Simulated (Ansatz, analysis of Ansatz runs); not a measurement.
# A hop of F in MgTiF6 (R-3), charge 0, part 3 of 4

Wanted: path and barrier of a jump of F in MgTiF6 (R-3) at charge 0. The case: V_F hop (2.5 Å), in a cell of 64 host atoms with 1 F taken out.

Ansatz 0.2.0; plane-wave PAW DFT, PBEsol; nudged elastic band between two relaxed defect structures.

So far: Set-up; Relaxation of the start point, charge 0; Relaxation of the end point, charge 0.

**4. Nudged elastic band, charge 0**

5 movable images are laid between the ends on a pair-potential path, which keeps atoms from colliding in the first guess. Each image feels the true force across the path and a spring force along it. The highest image is set to climb to the top of the path.

This step: plane-wave PAW DFT, PBEsol; nudged elastic band between two relaxed defect structures.

Contents of q0_M1.neb/input.yaml:

```yaml
crystal:
  lattice:
    - [5.4311162, 3.1356564, 8.90059419]
    - [-5.4311162, 3.1356564, 8.90059419]
    - [0.0, -6.2713128, 8.90059419]
  atoms:
    - { symbol: Mg, position: [0.24881286, 0.24972639, 0.25079445] }
    - { symbol: Ti, position: [0.00380391, 0.00348477, -0.00308329] }
    - { symbol: F, position: [0.37350971, 0.111547, 0.1316265] }
    - { symbol: F, position: [0.12724279, 0.38473995, 0.1148095] }
    - { symbol: F, position: [0.3877592, 0.36836403, 0.12140307] }
    - { symbol: F, position: [0.37532677, 0.1188013, 0.38216779] }
    - { symbol: F, position: [0.1202013, 0.38511005, 0.37322612] }
    - { symbol: F, position: [0.1106052, 0.13021029, 0.37935489] }
    - { symbol: Mg, position: [0.24378669, 0.24509836, 0.75571364] }
    - { symbol: Ti, position: [-0.00151804, -9.849e-05, 0.5006037] }
    - { symbol: F, position: [0.36651462, 0.10914086, 0.63343028] }
    - { symbol: F, position: [0.13212109, 0.39080911, 0.60726075] }
    - { symbol: F, position: [0.40147359, 0.33652218, 0.63381029] }
    - { symbol: F, position: [0.36349618, 0.10517349, 0.89744131] }
    - { symbol: F, position: [0.13368187, 0.39151599, 0.86559295] }
    - { symbol: F, position: [0.08987966, 0.15410242, 0.876023] }
    - { symbol: Mg, position: [0.24538267, 0.7475746, 0.25253273] }
    - { symbol: Ti, position: [0.00146256, 0.50171695, -0.00169428] }
    - { symbol: F, position: [0.37009977, 0.61547457, 0.1265295] }
    - { symbol: F, position: [0.13950982, 0.89611019, 0.10223878] }
    - { symbol: F, position: [0.393169, 0.85615371, 0.13489358] }
    - { symbol: F, position: [0.36103276, 0.60439983, 0.3952333] }
    - { symbol: F, position: [0.11976274, 0.8854181, 0.37258113] }
    - { symbol: F, position: [0.09562035, 0.64052658, 0.36902647] }
    - { symbol: Mg, position: [0.25243573, 0.7534107, 0.74633508] }
    - { symbol: Ti, position: [-0.00471304, 0.49861341, 0.5020129] }
    - { symbol: F, position: [0.39182693, 0.62453531, 0.60583167] }
    - { symbol: F, position: [0.12961089, 0.87964196, 0.61252148] }
    - { symbol: F, position: [0.39624478, 0.86533217, 0.613535] }
    - { symbol: F, position: [0.37433328, 0.61535113, 0.88086149] }
    - { symbol: F, position: [0.13519015, 0.89708898, 0.86068289] }
    - { symbol: F, position: [0.11005485, 0.63719081, 0.87981367] }
    - { symbol: Mg, position: [0.75167663, 0.25316401, 0.24732166] }
    - { symbol: Ti, position: [0.49698724, -0.00573235, 0.0065113] }
    - { symbol: F, position: [0.86966468, 0.10772939, 0.13500357] }
    - { symbol: F, position: [0.62511383, 0.38494282, 0.11699277] }
    - { symbol: F, position: [0.89693046, 0.36394318, 0.11276098] }
    - { symbol: F, position: [0.86792478, 0.12313079, 0.38774968] }
    - { symbol: F, position: [0.63762825, 0.41310853, 0.35440505] }
    - { symbol: F, position: [0.60515261, 0.14161329, 0.38496747] }
    - { symbol: Mg, position: [0.74799595, 0.24599906, 0.75401572] }
    - { symbol: Ti, position: [0.50117654, 0.00220235, 0.49864107] }
    - { symbol: F, position: [0.87597829, 0.11121576, 0.63140662] }
    - { symbol: F, position: [0.63223888, 0.38399627, 0.61159449] }
    - { symbol: F, position: [0.89294932, 0.35941393, 0.6317044] }
    - { symbol: F, position: [0.86428167, 0.10638135, 0.89626201] }
    - { symbol: F, position: [0.62501832, 0.38181343, 0.8754982] }
    - { symbol: F, position: [0.60641086, 0.12833971, 0.88122578] }
    - { symbol: Mg, position: [0.76788019, 0.76040883, 0.23735109] }
    - { symbol: Ti, position: [0.49864095, 0.49972206, 4.276e-05] }
    - { symbol: F, position: [0.86694982, 0.61171851, 0.1341223] }
    - { symbol: F, position: [0.6273164, 0.8748952, 0.12525786] }
    - { symbol: F, position: [0.91812756, 0.85035157, 0.11929861] }
    - { symbol: F, position: [0.85321839, 0.60639284, 0.39720877] }
    - { symbol: F, position: [0.63241987, 0.88676023, 0.3671994] }
    - { symbol: Mg, position: [0.7486322, 0.7498036, 0.7509508] }
    - { symbol: Ti, position: [0.48888995, 0.48090527, 0.51332404] }
    - { symbol: F, position: [0.87136803, 0.61538313, 0.62766844] }
    - { symbol: F, position: [0.62827248, 0.88558546, 0.61379052] }
    - { symbol: F, position: [0.88675606, 0.86936342, 0.62196715] }
    - { symbol: F, position: [0.8740119, 0.61856277, 0.88356035] }
    - { symbol: F, position: [0.62402243, 0.88008979, 0.87844133] }
    - { symbol: F, position: [0.60952246, 0.6312523, 0.8787604] }
basis:
  ecutwfc: 420
  xc_grid: 2
hamiltonian:
  xc: pbesol
kpoints:
  mp_grid: { grid: [1, 1, 1], shift: [0.25, 0.25, 0.25] }
magnetization:
  spin_polarized: true
  initial_magnetization: 1
  spin_locking: { lock_magnetization: hard }
scf:
  occupations: { method: fixed }
  max_iter: 120
output:
  forces: true
neb:
  images: 5
  f_tol: 0.04
  climbing: true
  initial_path: idpp
  max_iterations: 45
  order_check: false
  final_atoms:
    - { symbol: Mg, position: [0.24805897, 0.25108129, 0.24899117] }
    - { symbol: Ti, position: [-0.00732962, 0.00616129, 0.0028716] }
[... 10 atom lines left out ...]
    - { symbol: F, position: [0.37961316, 0.38917757, 0.62452825] }
[... 8 atom lines left out ...]
    - { symbol: F, position: [0.36559628, 0.62930333, 0.38666618] }
[... 2 atom lines left out ...]
    - { symbol: Mg, position: [0.23198498, 0.77058625, 0.75970354] }
[... 1 atom line left out ...]
    - { symbol: F, position: [0.58796274, 0.64395735, 0.40822885] }
    - { symbol: F, position: [0.14326775, 0.85669569, 0.60368291] }
    - { symbol: F, position: [0.38767413, 0.86673039, 0.61236923] }
[... 9 atom lines left out ...]
    - { symbol: F, position: [0.63075273, 0.40524684, 0.3338679] }
[... 4 atom lines left out ...]
    - { symbol: F, position: [0.63885229, 0.36722789, 0.60129056] }
[... 4 atom lines left out ...]
    - { symbol: Mg, position: [0.74501982, 0.75368112, 0.25248877] }
[... 4 atom lines left out ...]
    - { symbol: F, position: [0.86847221, 0.62071519, 0.38566339] }
    - { symbol: F, position: [0.62783307, 0.89736488, 0.36486491] }
[... 1 atom line left out ...]
    - { symbol: Ti, position: [0.51442803, 0.490969, 0.47942186] }
[... 5 atom lines left out ...]
    - { symbol: F, position: [0.61158486, 0.62961624, 0.87851646] }
```

Run with:

```console
$ ansatz run input.yaml --threads 4 --pin off --max-ram 14131MiB --backend cpu --events-out ev --progress --plain --runs-dir out
```

What it wrote:

```text
Warning: neb: disabling space-group detection — the band's intermediate images generally break the endpoint symmetry, so the full k-mesh is solved, and no spatial operation symmetrises the density, except that a semilocal band can use its path's symmetry [...]
[...]
parallel-image band execution: 3 concurrent image workers
NEB image 0
Crystal: 63 atoms, lattice volume = 909.469 Å³
Basis set: ecut = 420 eV, 17849 PW (Γ), exchange–correlation on 150×150×150 points (8 copies of the dense FFT grid, shifted against one another)
Bands: 316, of which v1, the nominal top of the filled ones, is band 253 counted from 1 (252 counted from 0)
Symmetry: 1 space group operations
k-points: 1
[...]
Starting moments: Σ|m| = 1 μB on 63 of 63 sites
[...]
SCF iter   1: F=—  HF=-72821.339864 eV  |F-HF|=—  |Δ(HF+E_count)|=         —  Δρ=6.53e-2 (↑6.53e-2 ↓6.01e-2)  dr2=1.70e2  dr2_m=5.87e-1  M=1.000 μB ∫|m|=1.102 μB  β_m=0.30  ethr=3.10e-3  ⟨swp⟩=4.0  Hψ=1856  notcnv=0  defer=116
[...]
SCF iter  71: F=-72795.281075 eV  HF=-72795.281075 eV  |F-HF|=8.73e-10  |Δ(HF+E_count)|=  1.46e-11  Δρ=3.10e-7 (↑3.10e-7 ↓5.24e-8)  dr2=1.18e-9  dr2_m=2.31e-10  M=1.000 μB ∫|m|=1.119 μB  ethr=1.17e-12  ⟨swp⟩=1.0  Hψ=1193  notcnv=0
SCF 1 converged in 71 iterations: F = -72795.281075 eV  dr2 = 1.18e-9
[...]
NSCF: frozen V_eff on 1 k-points
NEB image 6
SCF iter   1: F=—  HF=-72821.340914 eV  |F-HF|=—  |Δ(HF+E_count)|=         —  Δρ=6.53e-2 (↑6.53e-2 ↓6.01e-2)  dr2=1.70e2  dr2_m=5.84e-1  M=1.000 μB ∫|m|=1.103 μB  β_m=0.30  ethr=3.10e-3  ⟨swp⟩=4.0  Hψ=1856  notcnv=0  defer=116
[...]
SCF iter  53: F=-72795.278305 eV  HF=-72795.278305 eV  |F-HF|=1.78e-9  |Δ(HF+E_count)|=  1.02e-10  Δρ=3.46e-7 (↑3.46e-7 ↓4.44e-8)  dr2=2.09e-9  dr2_m=2.43e-10  M=1.000 μB ∫|m|=1.115 μB  ethr=1.00e-12  ⟨swp⟩=1.0  Hψ=1192  notcnv=0
SCF 2 converged in 53 iterations: F = -72795.278305 eV  dr2 = 2.09e-9
[...]
NEB end point (image 0): max|allowed force component| = 1.943e-2 eV/Å (the criterion of neb.relax_end_points is 1.000e-2)
NEB end point (image 6): max|allowed force component| = 1.290e-2 eV/Å (the criterion of neb.relax_end_points is 1.000e-2)
NEB image 1
[...]
SCF iter   1: F=—  HF=-72821.396457 eV  |F-HF|=—  |Δ(HF+E_count)|=         —  Δρ=6.55e-2 (↑6.55e-2 ↓6.01e-2)  dr2=1.71e2  dr2_m=5.82e-1  M=1.000 μB ∫|m|=1.100 μB  β_m=0.30  ethr=3.10e-3  ⟨swp⟩=4.0  Hψ=1862  notcnv=0  defer=110
[...]
SCF iter  64: F=-72795.173070 eV  HF=-72795.173070 eV  |F-HF|=1.24e-9  |Δ(HF+E_count)|=  7.71e-10  Δρ=4.72e-7 (↑4.72e-7 ↓2.87e-7)  dr2=3.11e-9  dr2_m=4.08e-10  M=1.000 μB ∫|m|=1.119 μB  ethr=1.00e-12  ⟨swp⟩=1.0  Hψ=1487  notcnv=0
SCF 3 converged in 64 iterations: F = -72795.173070 eV  dr2 = 3.11e-9
NEB image 2
SCF iter   1: F=—  HF=-72821.430311 eV  |F-HF|=—  |Δ(HF+E_count)|=         —  Δρ=6.60e-2 (↑6.60e-2 ↓6.05e-2)  dr2=1.74e2  dr2_m=5.79e-1  M=1.000 μB ∫|m|=1.095 μB  β_m=0.30  ethr=3.10e-3  ⟨swp⟩=4.0  Hψ=1862  notcnv=0  defer=110
[...]
SCF iter  76: F=-72795.008887 eV  HF=-72795.008887 eV  |F-HF|=9.17e-10  |Δ(HF+E_count)|=  2.91e-11  Δρ=2.66e-7 (↑2.66e-7 ↓4.08e-8)  dr2=1.13e-9  dr2_m=1.54e-10  M=1.000 μB ∫|m|=1.118 μB  ethr=1.00e-12  ⟨swp⟩=1.0  Hψ=1194  notcnv=0
SCF 4 converged in 76 iterations: F = -72795.008887 eV  dr2 = 1.13e-9
NEB image 3
SCF iter   1: F=—  HF=-72821.452378 eV  |F-HF|=—  |Δ(HF+E_count)|=         —  Δρ=6.63e-2 (↑6.63e-2 ↓6.07e-2)  dr2=1.76e2  dr2_m=5.78e-1  M=1.000 μB ∫|m|=1.093 μB  β_m=0.30  ethr=3.10e-3  ⟨swp⟩=4.0  Hψ=1862  notcnv=0  defer=110
[...]
SCF iter  87: F=-72794.939709 eV  HF=-72794.939709 eV  |F-HF|=3.93e-10  |Δ(HF+E_count)|=  1.31e-10  Δρ=1.86e-7 (↑1.86e-7 ↓3.36e-8)  dr2=5.30e-10  dr2_m=7.09e-11  M=1.000 μB ∫|m|=1.113 μB  ethr=1.00e-12  ⟨swp⟩=1.0  Hψ=1187  notcnv=0
SCF 5 converged in 87 iterations: F = -72794.939709 eV  dr2 = 5.30e-10
NEB image 4
SCF iter   1: F=—  HF=-72821.457735 eV  |F-HF|=—  |Δ(HF+E_count)|=         —  Δρ=6.61e-2 (↑6.61e-2 ↓6.06e-2)  dr2=1.75e2  dr2_m=5.80e-1  M=1.000 μB ∫|m|=1.093 μB  β_m=0.30  ethr=3.10e-3  ⟨swp⟩=4.0  Hψ=1862  notcnv=0  defer=110
[...]
SCF iter  71: F=-72795.001669 eV  HF=-72795.001669 eV  |F-HF|=1.35e-9  |Δ(HF+E_count)|=  1.02e-10  Δρ=3.76e-7 (↑3.76e-7 ↓1.36e-7)  dr2=1.94e-9  dr2_m=3.20e-10  M=1.000 μB ∫|m|=1.115 μB  ethr=1.00e-12  ⟨swp⟩=1.0  Hψ=1231  notcnv=0
SCF 6 converged in 71 iterations: F = -72795.001669 eV  dr2 = 1.94e-9
NEB image 5
SCF iter   1: F=—  HF=-72821.437561 eV  |F-HF|=—  |Δ(HF+E_count)|=         —  Δρ=6.56e-2 (↑6.56e-2 ↓6.03e-2)  dr2=1.72e2  dr2_m=5.82e-1  M=1.000 μB ∫|m|=1.098 μB  β_m=0.30  ethr=3.10e-3  ⟨swp⟩=4.0  Hψ=1862  notcnv=0  defer=110
[...]
SCF iter  65: F=-72795.162857 eV  HF=-72795.162857 eV  |F-HF|=1.32e-9  |Δ(HF+E_count)|=  5.82e-11  Δρ=3.08e-7 (↑3.08e-7 ↓5.36e-8)  dr2=1.55e-9  dr2_m=1.91e-10  M=1.000 μB ∫|m|=1.117 μB  ethr=1.34e-12  ⟨swp⟩=1.0  Hψ=1194  notcnv=0
SCF 7 converged in 65 iterations: F = -72795.162857 eV  dr2 = 1.55e-9
NEB iter   1: max|band force component| = 1.178e0 eV/Å  barrier→ = 0.3414 eV  barrier← = 0.3386 eV  Δτ_max = 0.2000 Å  (487 SCF iters)
  M     (μB):  +1.0000  +1.0000  +1.0000  +1.0000  +1.0000  +1.0000  +1.0000
  M_abs (μB):   1.1123   1.1117   1.1113   1.1087   1.1098   1.1108   1.1084
NEB image 1
[...]
Starting moments: Σ|m| = 1 μB on 63 of 63 sites; this step starts from the density that it was given
[...]
iter 1 solved again at ethr=1.57e-5 eV; its pass at ethr=3.10e-3 eV (dr2=7.93e-2 eV) is discarded
[...]
SCF iter  34: F=-72795.217525 eV  HF=-72795.217525 eV  |F-HF|=2.62e-10  |Δ(HF+E_count)|=  2.33e-10  Δρ=2.89e-7 (↑2.89e-7 ↓1.06e-7)  dr2=7.95e-10  dr2_m=1.66e-10  M=1.000 μB ∫|m|=1.119 μB  ethr=1.13e-12  ⟨swp⟩=1.0  Hψ=1194  notcnv=0
SCF 8 converged in 34 iterations: F = -72795.217525 eV  dr2 = 7.95e-10
NEB image 2
[...]
SCF iter  46: F=-72795.116459 eV  HF=-72795.116459 eV  |F-HF|=5.09e-10  |Δ(HF+E_count)|=  1.46e-11  Δρ=2.54e-7 (↑2.54e-7 ↓8.36e-8)  dr2=1.04e-9  dr2_m=1.26e-10  M=1.000 μB ∫|m|=1.119 μB  ethr=1.82e-12  ⟨swp⟩=1.0  Hψ=1194  notcnv=0
SCF 9 converged in 46 iterations: F = -72795.116459 eV  dr2 = 1.04e-9
NEB image 3
[...]
SCF iter  49: F=—  HF=-72795.137248 eV  |F-HF|=—  |Δ(HF+E_count)|=   1.63e-4  Δρ=6.57e-4 (↑6.57e-4 ↓4.65e-5)  dr2=7.35e-3  dr2_m=8.93e-4  M=1.000 μB ∫|m|=1.114 μB  ethr=1.21e-7  ⟨swp⟩=1.0  Hψ=1555  notcnv=0
[...]
SCF iter  61: F=-72795.137361 eV  HF=-72795.137361 eV  |F-HF|=2.56e-9  |Δ(HF+E_count)|=    0.00e0  Δρ=4.08e-7 (↑4.08e-7 ↓5.45e-8)  dr2=2.88e-9  dr2_m=3.38e-10  M=1.000 μB ∫|m|=1.116 μB  ethr=1.00e-12  ⟨swp⟩=2.0  Hψ=1317  notcnv=0
SCF 34 converged in 61 iterations: F = -72795.137361 eV  dr2 = 2.88e-9
NEB image 6, for a test of the images' electronic states
[...]
SCF iter  62: F=-72795.278305 eV  HF=-72795.278305 eV  |F-HF|=8.15e-10  |Δ(HF+E_count)|=  1.31e-10  Δρ=3.35e-7 (↑3.35e-7 ↓7.66e-8)  dr2=1.46e-9  dr2_m=2.54e-10  M=1.000 μB ∫|m|=1.115 μB  ethr=1.22e-12  ⟨swp⟩=1.0  Hψ=1194  notcnv=0
SCF 35 converged in 62 iterations: F = -72795.278305 eV  dr2 = 1.46e-9
SCF converged after 43 iterations
[...]
Magnetization: 1.0000 μB (253.0000 up, 252.0000 down)
Absolute magnetization: 1.1112 μB (∫|ρ↑−ρ↓|, with the PAW one-centre terms)
[...]
Per-site moments (μB) at R_I (Å): [(-1.703224e-5, 0.817424), (0.091835, 0.766682), (-0.000746618, 0.769094), [... 60 left out ...]
Free energy (F): -72795.137361 eV
[...]
Internal energy: -72795.137361 eV  (E = F + TS)
E sigma→0 (E₀):  -72795.137361 eV
Fermi energy:    4.519187 (↑ 4.519187, ↓ -0.244661) eV
[...]
--- Forces (eV/Å), atoms counted from 1 ---
  atom   1  Mg    -0.00069891    -0.00135269     0.00013058
  atom   2  Ti     0.00413999    -0.00247586    -0.00593296
  [... 10 atoms left out ...]
  atom  13  F     -0.00091346    -0.01468203    -0.00607309
  [... 8 atoms left out ...]
  atom  22  F     -0.00400218     0.00347139    -0.00115221
  [... 2 atoms left out ...]
  atom  25  Mg     0.01610246     0.00169568    -0.01035096
  [... 1 atom left out ...]
  atom  27  F     -0.00329809     0.00313294     0.00619924
  [... 1 atom left out ...]
  atom  29  F      0.00291958     0.00680148     0.00017641
  [... 9 atoms left out ...]
  atom  39  F      0.00299524    -0.00064335    -0.00365696
  [... 4 atoms left out ...]
  atom  44  F      0.00049997     0.00096520     0.00389715
  [... 4 atoms left out ...]
  atom  49  Mg    -0.00483387    -0.02607859    -0.00740789
  [... 5 atoms left out ...]
  atom  55  F     -0.00336893     0.00106395     0.00539197
  [... 1 atom left out ...]
  atom  57  Ti     0.00593127    -0.00168528    -0.00912944
  [... 6 atoms left out ...]
  max |Σ_I F_I| component: 7.19e-6 eV/Å
--- Band table (eV) ---
[...]
this run last wrote the band of iteration 6 to <dir>
--- NEB band (7 images, 6 band iterations, 1531 SCF iterations, 170 more in tests of the images' electronic states and relaxations of end points) ---
  forward barrier  = 0.143714 eV
  backward barrier = 0.140944 eV
  climbing image's point = of an order that was not read
  energies are F+E_penalty+E_count in eV, relative to image 0
  image     s (Å)  Δ vs image 0  max|band force component| (eV/Å)     M (μB)  M_abs (μB)
      0    0.0000      0.000000                                 —    +1.0000      1.1123
      1    0.4847      0.027675                          2.453e-2    +1.0000      1.1114
      2    0.9694      0.112251                          3.890e-2    +1.0000      1.1135
  *   3    1.4541      0.143714                          2.565e-2    +1.0000      1.1112
      4    1.9374      0.117013                          2.857e-2    +1.0000      1.1124
      5    2.4207      0.033479                          2.556e-2    +1.0000      1.1093
      6    2.9041      0.002770                                 —    +1.0000      1.1084
  climbing-image geometry (image 3):
  cell:  # Å, volume = 909.4688 Å³
    - [5.4311162, 3.1356564, 8.90059419]
    - [-5.4311162, 3.1356564, 8.90059419]
    - [0.0, -6.2713128, 8.90059419]
  atoms:
    - { symbol: Mg, position: [0.248435, 0.250408, 0.249898] }
    - { symbol: Ti, position: [-0.002029, 0.008227, 0.000283] }
    - { symbol: F, position: [0.372478, 0.111647, 0.131267] }
    - { symbol: F, position: [0.123361, 0.385455, 0.117224] }
    - { symbol: F, position: [0.386222, 0.370122, 0.113869] }
    - { symbol: F, position: [0.374332, 0.125794, 0.381574] }
    - { symbol: F, position: [0.119405, 0.386284, 0.371612] }
    - { symbol: F, position: [0.116275, 0.124296, 0.381756] }
    - { symbol: Mg, position: [0.242219, 0.252063, 0.755600] }
    - { symbol: Ti, position: [0.003248, -0.004895, 0.498699] }
    - { symbol: F, position: [0.367853, 0.116768, 0.633374] }
    - { symbol: F, position: [0.126638, 0.388021, 0.610833] }
    - { symbol: F, position: [0.381559, 0.369031, 0.636065] }
    - { symbol: F, position: [0.367214, 0.113430, 0.891582] }
    - { symbol: F, position: [0.128620, 0.397346, 0.866309] }
    - { symbol: F, position: [0.091708, 0.153268, 0.887013] }
    - { symbol: Mg, position: [0.246973, 0.744483, 0.248936] }
    - { symbol: Ti, position: [-0.001819, 0.505504, 4.526812e-5] }
    - { symbol: F, position: [0.371989, 0.612792, 0.122083] }
    - { symbol: F, position: [0.136260, 0.886244, 0.103119] }
    - { symbol: F, position: [0.388954, 0.859958, 0.127266] }
    - { symbol: F, position: [0.364631, 0.601343, 0.388850] }
    - { symbol: F, position: [0.119517, 0.885782, 0.365920] }
    - { symbol: F, position: [0.096852, 0.637715, 0.370890] }
    - { symbol: Mg, position: [0.240874, 0.767893, 0.754282] }
    - { symbol: Ti, position: [-0.006253, 0.498896, 0.501395] }
    - { symbol: F, position: [0.490004, 0.646104, 0.506662] }
    - { symbol: F, position: [0.143023, 0.861318, 0.605304] }
    - { symbol: F, position: [0.388635, 0.873405, 0.615615] }
    - { symbol: F, position: [0.374908, 0.619680, 0.871161] }
    - { symbol: F, position: [0.124289, 0.912682, 0.854374] }
    - { symbol: F, position: [0.110370, 0.639664, 0.881586] }
    - { symbol: Mg, position: [0.753553, 0.252026, 0.244948] }
    - { symbol: Ti, position: [0.496077, -0.005256, 0.005802] }
    - { symbol: F, position: [0.870341, 0.101233, 0.146240] }
    - { symbol: F, position: [0.628993, 0.377293, 0.108377] }
    - { symbol: F, position: [0.896086, 0.366244, 0.109631] }
    - { symbol: F, position: [0.869493, 0.126221, 0.389775] }
    - { symbol: F, position: [0.643266, 0.413052, 0.337823] }
    - { symbol: F, position: [0.604250, 0.144905, 0.387267] }
    - { symbol: Mg, position: [0.750531, 0.242082, 0.750230] }
    - { symbol: Ti, position: [0.498691, 0.006918, 0.499662] }
    - { symbol: F, position: [0.889887, 0.096533, 0.638990] }
    - { symbol: F, position: [0.638822, 0.359594, 0.604925] }
    - { symbol: F, position: [0.889691, 0.361550, 0.624464] }
    - { symbol: F, position: [0.859741, 0.122860, 0.897511] }
    - { symbol: F, position: [0.620650, 0.387154, 0.862330] }
    - { symbol: F, position: [0.611663, 0.122431, 0.885043] }
    - { symbol: Mg, position: [0.759210, 0.762834, 0.242255] }
    - { symbol: Ti, position: [0.500297, 0.498342, -0.006423] }
    - { symbol: F, position: [0.863053, 0.612902, 0.137716] }
    - { symbol: F, position: [0.620502, 0.872256, 0.129343] }
    - { symbol: F, position: [0.906390, 0.859147, 0.112455] }
    - { symbol: F, position: [0.853395, 0.611318, 0.395273] }
    - { symbol: F, position: [0.630015, 0.894361, 0.366529] }
    - { symbol: Mg, position: [0.748062, 0.750384, 0.750096] }
    - { symbol: Ti, position: [0.503215, 0.482221, 0.495205] }
    - { symbol: F, position: [0.870643, 0.614293, 0.628515] }
    - { symbol: F, position: [0.625202, 0.886226, 0.615531] }
    - { symbol: F, position: [0.887907, 0.868088, 0.618775] }
    - { symbol: F, position: [0.871692, 0.624843, 0.884285] }
    - { symbol: F, position: [0.622341, 0.881424, 0.876881] }
    - { symbol: F, position: [0.611258, 0.629500, 0.876470] }
```

Elapsed: 43 min, on 4 threads of Intel Xeon 6975P-C (Granite Rapids), shared host; peak memory 8.1 GiB; 1.9 h of CPU time.

Images along the path:

```csv
image,path (Å),energy (eV),"F27: x, y, z (Å)"
0,0.000,0.0000,"-1.264, -0.612, 14.438"
1,0.485,0.0277,"-1.180, -0.393, 14.546"
2,0.969,0.1123,"-1.031, -0.018, 14.599"
3,1.454,0.1437,"-0.848, 0.385, 14.622"
4,1.937,0.1170,"-0.651, 0.785, 14.627"
5,2.421,0.0335,"-0.450, 1.152, 14.611"
6,2.904,0.0028,"-0.304, 1.303, 14.598"
```

Numbers from this step:

```
free energy                           : -72795.1374 eV
total moment                          : 1 μB
integral of the absolute spin density : 1.111 μB
spin contamination                    : 0.001604
barrier forward                       : 0.1437 eV
barrier backward                      : 0.1409 eV
end less start                        : 0.002770 eV
hop length                            : 2.148 Å
```

(Continued in part 4 of 4.)

[Long decimals in the printed logs are rounded to 6 places.]

[Repeated set-up lines and some long k-point lines are left out of the logs, and relaxed atomic positions are cut to six decimals.]

[Logs are printed without paths, hosts, clocks, repeated set-up lines and the standing remarks that a program may print on its own settings, such as how far it seeks lower states.]

[Hosts, paths, dates, database ids (printed as entryN), source tags and the programs' standing remarks are cut or masked in the printed files.]
